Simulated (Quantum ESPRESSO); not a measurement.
# E(q) of MnHg from supercells, part 2 of 2

Wanted: E(q) of MnHg at simple fractions of a reciprocal vector.

Quantum ESPRESSO 7.5; LDA; plane waves with GBRV 1.5 LDA potentials, no spin-orbit coupling, flat spiral in a supercell.

So far: The structure; Parallel moments, one cell; One turn in 2 cells along the input cell's c.

**4. One turn in 3 cells along the input cell's c**

Neighbouring cells are turned by 120° in the xy plane; the cell holds 6 atoms.

pw.in reads:

```
&CONTROL
  calculation = 'scf'
  prefix = 'pwscf'
  outdir = './tmp'
  pseudo_dir = './pseudo'
  disk_io = 'nowf'
/
&SYSTEM
  ibrav = 0
  celldm(1) = 8
  nat = 6
  ntyp = 6
  ecutwfc = 34
  ecutrho = 238
  nbnd = 104
  occupations = 'smearing'
  smearing = 'fd'
  degauss = 0.00734986
  noncolin = .true.
  starting_magnetization(1) = 0.2333
  angle1(1) = 90
  angle2(1) = 60
  starting_magnetization(2) = 0.2333
  angle1(2) = 90
  angle2(2) = 180
  starting_magnetization(3) = 0.2333
  angle1(3) = 90
  angle2(3) = -60
  starting_magnetization(4) = 0
  starting_magnetization(5) = 0
  starting_magnetization(6) = 0
/
&ELECTRONS
  conv_thr = 6d-08
  electron_maxstep = 150
  mixing_beta = 0.3
/
ATOMIC_SPECIES
Mn1    54.9380 mn_lda_v1.5.uspp.F.UPF
Mn2    54.9380 mn_lda_v1.5.uspp.F.UPF
Mn3    54.9380 mn_lda_v1.5.uspp.F.UPF
Hg1   200.5920 hg_lda_v1.uspp.F.UPF
Hg2   200.5920 hg_lda_v1.uspp.F.UPF
Hg3   200.5920 hg_lda_v1.uspp.F.UPF
CELL_PARAMETERS alat
   0.7766774372212    0.0000000000000    0.0000000000000
   0.0000000000000    0.7766774372212    0.0000000000000
   0.0000000000000    0.0000000000000    2.3477484940819
ATOMIC_POSITIONS crystal
Mn1     0.5000000000    0.5000000000    0.1666666667
Mn2     0.5000000000    0.5000000000    0.5000000000
Mn3     0.5000000000    0.5000000000    0.8333333333
Hg1     0.0000000000    0.0000000000    0.0000000000
Hg2     0.0000000000    0.0000000000    0.3333333333
Hg3     0.0000000000    0.0000000000    0.6666666667
K_POINTS automatic
6 6 4 0 0 0
```

Run with:

```
$ OMP_NUM_THREADS=1 mpirun -n 4 pw.x -nk 4 -in pw.in > pw.out
```

Log:

```text
     [... lines left out ...]
Program PWSCF v.7.5 starts
     [... lines left out ...]
     number of atoms/cell      =            6
     [... lines left out ...]
     number of electrons       =        81.00
     number of Kohn-Sham states=          104
     kinetic-energy cutoff     =      34.0000  Ry
     charge density cutoff     =     238.0000  Ry
     scf convergence threshold =      6.0E-08
     [... lines left out ...]
     Noncollinear calculation without spin-orbit
     [... lines left out ...]
      2 Sym. Ops. (no inversion) found
     [... lines left out ...]
     number of k points=   108  Fermi-Dirac smearing, width (Ry)=  0.0073
     [... lines left out ...]
     iteration # 16     ecut=    34.00 Ry     beta= 0.30
     [... lines left out ...]
     atom number    1 relative position :    0.3883   0.3883   0.3913
     [... lines left out ...]
     magnetization :          1.847524    3.200069   -0.000000
     [... lines left out ...]
     atom number    2 relative position :    0.3883   0.3883   1.1739
     [... lines left out ...]
     magnetization :         -3.695165   -0.000047   -0.000000
     [... lines left out ...]
     atom number    3 relative position :    0.3883   0.3883   1.9565
     [... lines left out ...]
     magnetization :          1.847509   -3.200137   -0.000000
     [... lines left out ...]
     atom number    4 relative position :    0.0000   0.0000   0.0000
     [... lines left out ...]
     magnetization :         -0.006577   -0.000001   -0.000000
     [... lines left out ...]
     atom number    5 relative position :    0.0000   0.0000   0.7826
     [... lines left out ...]
     magnetization :          0.003288   -0.005696   -0.000000
     [... lines left out ...]
     atom number    6 relative position :    0.0000   0.0000   1.5652
     [... lines left out ...]
     magnetization :          0.003289    0.005696   -0.000000
     [... lines left out ...]
     the Fermi energy is    13.7763 ev
!    total energy              =    -955.90841766 Ry
     estimated scf accuracy    <       0.00000001 Ry
     smearing contrib. (-TS)   =      -0.01256671 Ry
     [... lines left out ...]
     total magnetization       =    -0.00    -0.00     0.00 Bohr mag/cell
     absolute magnetization    =    11.83 Bohr mag/cell
     convergence has been achieved in  16 iterations
```

It took 6.6 min on 4 MPI ranks of Arm Neoverse V2, shared host; peak memory 1.5 GiB; 26 min of CPU time.

Spin moment in the atom's sphere by atom:

| atom | x (μB) | y (μB) | z (μB) | size |
| --- | --- | --- | --- | --- |
| Mn1 | 1.85 | 3.20 | 0.00 | 3.70 |
| Mn2 | -3.70 | 0.00 | 0.00 | 3.70 |
| Mn3 | 1.85 | -3.20 | 0.00 | 3.70 |
| Hg4 | -0.01 | 0.00 | 0.00 | 0.01 |
| Hg5 | 0.00 | -0.01 | 0.00 | 0.01 |
| Hg6 | 0.00 | 0.01 | 0.00 | 0.01 |

This step gave:

- smearing term TS: 0.1710 eV
- magnetization: 0, 0, 0 μB
- absolute magnetization: 11.83 μB
- final state: non-collinear

**5. One turn in 4 cells along the input cell's c**

Neighbouring cells are turned by 90° in the xy plane; the cell holds 8 atoms.

pw.in reads:

```
&CONTROL
  calculation = 'scf'
  prefix = 'pwscf'
  outdir = './tmp'
  pseudo_dir = './pseudo'
  disk_io = 'nowf'
/
&SYSTEM
  ibrav = 0
  celldm(1) = 8
  nat = 8
  ntyp = 7
  ecutwfc = 34
  ecutrho = 238
  nbnd = 136
  occupations = 'smearing'
  smearing = 'fd'
  degauss = 0.00734986
  noncolin = .true.
  starting_magnetization(1) = 0.2333
  angle1(1) = 90
  angle2(1) = 45
  starting_magnetization(2) = 0.2333
  angle1(2) = 90
  angle2(2) = 135
  starting_magnetization(3) = 0.2333
  angle1(3) = 90
  angle2(3) = -135
  starting_magnetization(4) = 0.2333
  angle1(4) = 90
  angle2(4) = -45
  starting_magnetization(5) = 0
  starting_magnetization(6) = 0
  starting_magnetization(7) = 0
/
&ELECTRONS
  conv_thr = 8d-08
  electron_maxstep = 150
  mixing_beta = 0.3
/
ATOMIC_SPECIES
Mn1    54.9380 mn_lda_v1.5.uspp.F.UPF
Mn2    54.9380 mn_lda_v1.5.uspp.F.UPF
Mn3    54.9380 mn_lda_v1.5.uspp.F.UPF
Mn4    54.9380 mn_lda_v1.5.uspp.F.UPF
Hg1   200.5920 hg_lda_v1.uspp.F.UPF
Hg2   200.5920 hg_lda_v1.uspp.F.UPF
Hg3   200.5920 hg_lda_v1.uspp.F.UPF
CELL_PARAMETERS alat
   0.7766774372212    0.0000000000000    0.0000000000000
   0.0000000000000    0.7766774372212    0.0000000000000
   0.0000000000000    0.0000000000000    3.1303313254426
ATOMIC_POSITIONS crystal
Mn1     0.5000000000    0.5000000000    0.1250000000
Mn2     0.5000000000    0.5000000000    0.3750000000
Mn3     0.5000000000    0.5000000000    0.6250000000
Mn4     0.5000000000    0.5000000000    0.8750000000
Hg1     0.0000000000    0.0000000000    0.0000000000
Hg1     0.0000000000    0.0000000000    0.2500000000
Hg2     0.0000000000    0.0000000000    0.5000000000
Hg3     0.0000000000    0.0000000000    0.7500000000
K_POINTS automatic
6 6 3 0 0 0
```

Log:

```text
     [... lines left out ...]
Program PWSCF v.7.5 starts
     [... lines left out ...]
     number of atoms/cell      =            8
     [... lines left out ...]
     number of electrons       =       108.00
     number of Kohn-Sham states=          136
     kinetic-energy cutoff     =      34.0000  Ry
     charge density cutoff     =     238.0000  Ry
     scf convergence threshold =      8.0E-08
     [... lines left out ...]
     Noncollinear calculation without spin-orbit
     [... lines left out ...]
      2 Sym. Ops. (no inversion) found
     [... lines left out ...]
     number of k points=    72  Fermi-Dirac smearing, width (Ry)=  0.0073
     [... lines left out ...]
     iteration # 18     ecut=    34.00 Ry     beta= 0.30
     [... lines left out ...]
     atom number    1 relative position :    0.3883   0.3883   0.3913
     [... lines left out ...]
     magnetization :          2.609363    2.609358    0.000000
     [... lines left out ...]
     atom number    2 relative position :    0.3883   0.3883   1.1739
[...]
magnetization :         -2.609364    2.609292    0.000000
[...]
atom number    3 relative position :    0.3883   0.3883   1.9565
[...]
magnetization :         -2.609167   -2.609449   -0.000000
[...]
atom number    4 relative position :    0.3883   0.3883   2.7390
[...]
magnetization :          2.609202   -2.609619    0.000000
     [... lines left out ...]
     atom number    5 relative position :    0.0000   0.0000   0.0000
     [... lines left out ...]
     magnetization :         -0.010510    0.000001   -0.000000
     [... lines left out ...]
     atom number    6 relative position :    0.0000   0.0000   0.7826
     [... lines left out ...]
     magnetization :          0.000007   -0.010517   -0.000000
     [... lines left out ...]
     atom number    7 relative position :    0.0000   0.0000   1.5652
     [... lines left out ...]
     magnetization :          0.010528    0.000000    0.000000
     [... lines left out ...]
     atom number    8 relative position :    0.0000   0.0000   2.3477
     [... lines left out ...]
     magnetization :          0.000007    0.010519   -0.000000
     [... lines left out ...]
     the Fermi energy is    13.7743 ev
!    total energy              =   -1274.54180437 Ry
     estimated scf accuracy    <       0.00000001 Ry
     smearing contrib. (-TS)   =      -0.01739737 Ry
     [... lines left out ...]
     total magnetization       =    -0.00    -0.00    -0.00 Bohr mag/cell
     absolute magnetization    =    15.76 Bohr mag/cell
     convergence has been achieved in  18 iterations
```

It took 9.5 min on 4 MPI ranks; peak memory 1.8 GiB; 38 min of CPU time.

Read from the output:

```yaml
smearing_term_ts: 0.2367 eV
magnetization: 0, 0, 0 μB
absolute_magnetization: 15.76 μB
final_state: non-collinear
largest_moment: 3.690 μB
```

**6. E(q)**

Spirals:

| q along the reciprocal vector | energy less that at q = 0 (meV a seeded atom) | largest site moment (μB) | typed angles kept | CPU time (s) |
| --- | --- | --- | --- | --- |
| 0 | 0 | 3.665 | yes | 115 |
| 0.25 | -33.51 | 3.69 | yes | 2284 |
| 0.3333 | -42.87 | 3.695 | yes | 1587 |
| 0.5 | -45.14 | 3.712 | yes | 443.8 |

The energy less that at q = 0, self-consistent by path:

| path (Å⁻¹) | energy less that at q = 0, self-consistent (meV a seeded atom) |
| --- | --- |
| 0.000 | 0 |
| 0.474 | -33.5 |
| 0.632 | -42.9 |
| 0.948 | -45.1 |

**7. Summary of results**

- lowest point: q = 0.5 along c*, -45.1 meV a seeded atom
- highest point: q = 0, 0 meV a seeded atom

What this shows: The state at q = 0.5 lies 45 meV a seeded atom under the parallel one, with neighbouring cells opposed. The moment changes by 1.3 % between the spirals. The cell of 4 repeats took 20 times the CPU time of the single cell, though its mesh is shorter in proportion. Here c and c* are vectors of the cell in the input, which need not be the conventional cell, and only this direction was probed. The mesh is coarse, so differences of some ten meV can be noise in a metal. Energies are free energies at an electronic temperature of 1160 K, which lowers moments and differences where the moments are itinerant. The cutoff lies under the 40 Ry that these files are usually run at.

[Logs and program files are shortened in this print: banners, set-up blocks, solver, clock and traceback lines can be left out without a mark of their own.]

[Logs are printed without paths, hosts, clocks, repeated set-up lines and the standing remarks that a program may print on its own settings, such as how far it seeks lower states.]

[Hosts, paths, dates, database ids (printed as entryN), source tags and the programs' standing remarks are cut or masked in the printed files.]

[Where a cell is said to come from a database of computed structures, the database is the Materials Project.]
